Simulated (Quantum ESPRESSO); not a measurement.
# MgS (Niningerite): a worked LO-TO splitting

Wanted: the LO mode of MgS (Niningerite) from the TO mode and the field response.

Main program and level: Quantum ESPRESSO 7.5; DFT PBEsol, scalar-relativistic, plane waves, GBRV ultrasoft pseudopotentials.

**1. The relaxed structure**

It takes space group Fm-3m (No. 225, cubic). The conventional cell has a = 5.180 Å, b = 5.180 Å, c = 5.180 Å, α = 90.00°, β = 90.00°, γ = 90.00°. Nearest to Mg lie 6 S at 2.59 Å. Nearest to S lie 6 Mg at 2.59 Å. Farther neighbours and most contacts between anions are not listed.

This is the cell after its relaxation at this level of theory, not the database cell from which that began.

**2. What the response run gave**

A linear-response run on the relaxed cell, with the response to an electric field; only its zone-centre results are used. Cutoff 55 Ry, k mesh 8×8×8.

What it wrote:

```text
[banners, grids, parts of the stress and lines that vanish by symmetry left out]
Program PHONON v.7.5
     Reading xml data from directory:

[...]
Exchange-correlation= PBESOL
                           (   1   4  10   8   0   0   0)
[...]
kinetic-energy cut-off    =      55.0000  Ry
     charge density cut-off    =     440.0000  Ry
     convergence threshold     =      1.0E-18
[...]
Exchange-correlation= PBESOL
                           (   1   4  10   8   0   0   0)
[...]
q = (   0.0000000   0.0000000   0.0000000 )
     49 Sym.Ops. (with q -> -q+G )
     G cutoff = 1067.8419  (  36613 G-vectors)     FFT grid: ( 48, 48, 48)
     G cutoff =  533.9209  (  12939 G-vectors)  smooth grid: ( 36, 36, 36)
     number of k points=    29
[...]
Mode symmetry, O_h (m-3m)  point group:
[...]
Dielectric constant
[...]
End of electric fields calculation
          Dielectric constant in cartesian axis
          (       5.582382886      -0.000000000      -0.000000000 )
          (      -0.000000000       5.582382886       0.000000000 )
          (      -0.000000000       0.000000000       5.582382886 )
          Effective charges (d Force / dE) in cartesian axis without acoustic sum rule applied (asr)
           atom    1  Mg    Mean Z*:        2.31371
      Ex  (        2.31371       -0.00000       -0.00000 )
      Ey  (       -0.00000        2.31371        0.00000 )
      Ez  (       -0.00000        0.00000        2.31371 )
           atom    2  S     Mean Z*:       -2.32364
      Ex  (       -2.32364       -0.00000       -0.00000 )
      Ey  (        0.00000       -2.32364        0.00000 )
      Ez  (       -0.00000        0.00000       -2.32364 )
          Effective charges Sum: Mean:       -0.00993
[...]
Effective charges (d Force / dE) in cartesian axis with asr applied:
           atom    1  Mg    Mean Z*:        2.31867
[...]
atom    2  S     Mean Z*:       -2.31867
[...]
Representation #   1 modes #   1   2   3
[...]
End of self-consistent calculation
     Convergence has been achieved
     Representation #   2 modes #   4   5   6
[...]
End of self-consistent calculation
     Convergence has been achieved
[...]
Dielectric constant in cartesian axis
          (       5.582382886      -0.000000000      -0.000000000 )
          (      -0.000000000       5.582382886       0.000000000 )
          (      -0.000000000       0.000000000       5.582382886 )
          Effective charges (d Force / dE) in cartesian axis without acoustic sum rule applied (asr)
           atom    1  Mg    Mean Z*:        2.31371
      Ex  (        2.31371       -0.00000       -0.00000 )
      Ey  (       -0.00000        2.31371        0.00000 )
      Ez  (       -0.00000        0.00000        2.31371 )
           atom    2  S     Mean Z*:       -2.32364
      Ex  (       -2.32364       -0.00000       -0.00000 )
      Ey  (        0.00000       -2.32364        0.00000 )
      Ez  (       -0.00000        0.00000       -2.32364 )
          Effective charges Sum: Mean:       -0.00993
[...]
Effective charges (d Force / dE) in cartesian axis with asr applied:
           atom    1  Mg    Mean Z*:        2.31867
[...]
atom    2  S     Mean Z*:       -2.31867
[...]
q = (    0.000000000   0.000000000   0.000000000 )
[...]
freq (    1) =      -0.484770 [THz] =     -16.170183 [cm-1]
     freq (    2) =      -0.484770 [THz] =     -16.170183 [cm-1]
     freq (    3) =      -0.484770 [THz] =     -16.170183 [cm-1]
     freq (    4) =       7.267251 [THz] =     242.409394 [cm-1]
     freq (    5) =       7.267251 [THz] =     242.409394 [cm-1]
     freq (    6) =       7.267251 [THz] =     242.409394 [cm-1]
[...]
Mode symmetry, O_h (m-3m)  point group:
     freq (   1-   3) =        -16.2  [cm-1]   --> T_1u G_15  G_4- I
     freq (   4-   6) =        242.4  [cm-1]   --> T_1u G_15  G_4- I

   JOB DONE.
```

| quantity | value |
| --- | --- |
| cell volume Ω (Å³) | 34.743 |
| mass of Mg (u) | 24.305 |
| mass of S (u) | 32.060 |
| Born charge of Mg, raw (e) | 2.314 |
| Born charge of S, raw (e) | -2.324 |
| ε∞ | 5.582 |
| ω(TO) after the sum rule (cm⁻¹) | 243.0 |

**3. The calculation**

The charges must sum to zero over the cell; taking off their mean, -0.005 e, leaves Z* = 2.319 e on Mg. In the polar mode Mg moves against S, so the reduced mass is μ = 24.30 × 32.06 / 56.37 = 13.825 u.

A longitudinal wave builds up a field that adds to the restoring force: ω(LO)² = ω(TO)² + 4π Z*² / (μ Ω ε∞), in Hartree atomic units. With μ = 25201 electron masses and Ω = 234.46 bohr³ the second term is 2.0483e-06 Ha², or 98664 cm⁻² (1 Ha = 219474.6 cm⁻¹).

So ω(LO) = √(59054 + 98664) = 397.1 cm⁻¹, and by the Lyddane-Sachs-Teller relation ε₀ = ε∞ (ω(LO)/ω(TO))² = 14.91.

**4. Check against the program**

The analysis program adds the same non-analytic term to the full matrix, here for q along (1 0 0).

What it wrote:

```text
[banner, memory and clock lines left out]
Program DYNMAT v.7.5

     Reading Dynamical Matrix from file g.dyn
     ...Force constants read
     ...epsilon and Z* read

     Polarizability (A^3 units)
     multiply by 0.395654 for Clausius-Mossotti correction
        12.669105   -0.000000   -0.000000
        -0.000000   12.669105    0.000000
        -0.000000    0.000000   12.669105

     IR activities are in (D/A)^2/amu units

# mode   [cm-1]    [THz]      IR
    1     -0.00   -0.0000    0.0000
    2     -0.00   -0.0000    0.0000
    3     -0.00   -0.0000    0.0000
    4    243.01    7.2852    8.9722
    5    243.01    7.2852    8.9722
    6    397.14   11.9059    8.9722
```

ε₀ comes from the program's run without a direction of q.

| quantity | by hand | program |
| --- | --- | --- |
| ω(LO) (cm⁻¹) | 397.1 | 397.1 |
| ε₀ | 14.91 | 14.91 |

**5. Results**

```json
{
  "TO mode": "243.0 cm⁻¹",
  "LO mode": "397.1 cm⁻¹",
  "static dielectric constant": "14.91"
}
```

The LO mode of MgS (Niningerite) lies at 397 cm⁻¹, 154 cm⁻¹ above the TO mode; the formula meets the program within 0.1 cm⁻¹, as it must for a cubic crystal with one polar mode. ω(LO)² − ω(TO)² goes with Z*²/ε∞: an error of 5 % in ε∞ would move the LO mode by 6.0 cm⁻¹, and semilocal functionals tend to overestimate ε∞. The acoustic modes of the response miss zero by 16 cm⁻¹, a numerical error that can touch the optical modes as well. These are harmonic values at zero temperature, at the volume of this functional, for the structure held cubic; stability elsewhere in the zone is no part of this calculation.

[Host names and launcher messages were left out of these logs when they were recorded.]

[Logs are printed without paths, hosts, clocks, repeated set-up lines and the standing remarks that a program may print on its own settings, such as how far it seeks lower states.]

[Hosts, paths, dates, database ids (printed as entryN), source tags and the programs' standing remarks are cut or masked in the printed files.]
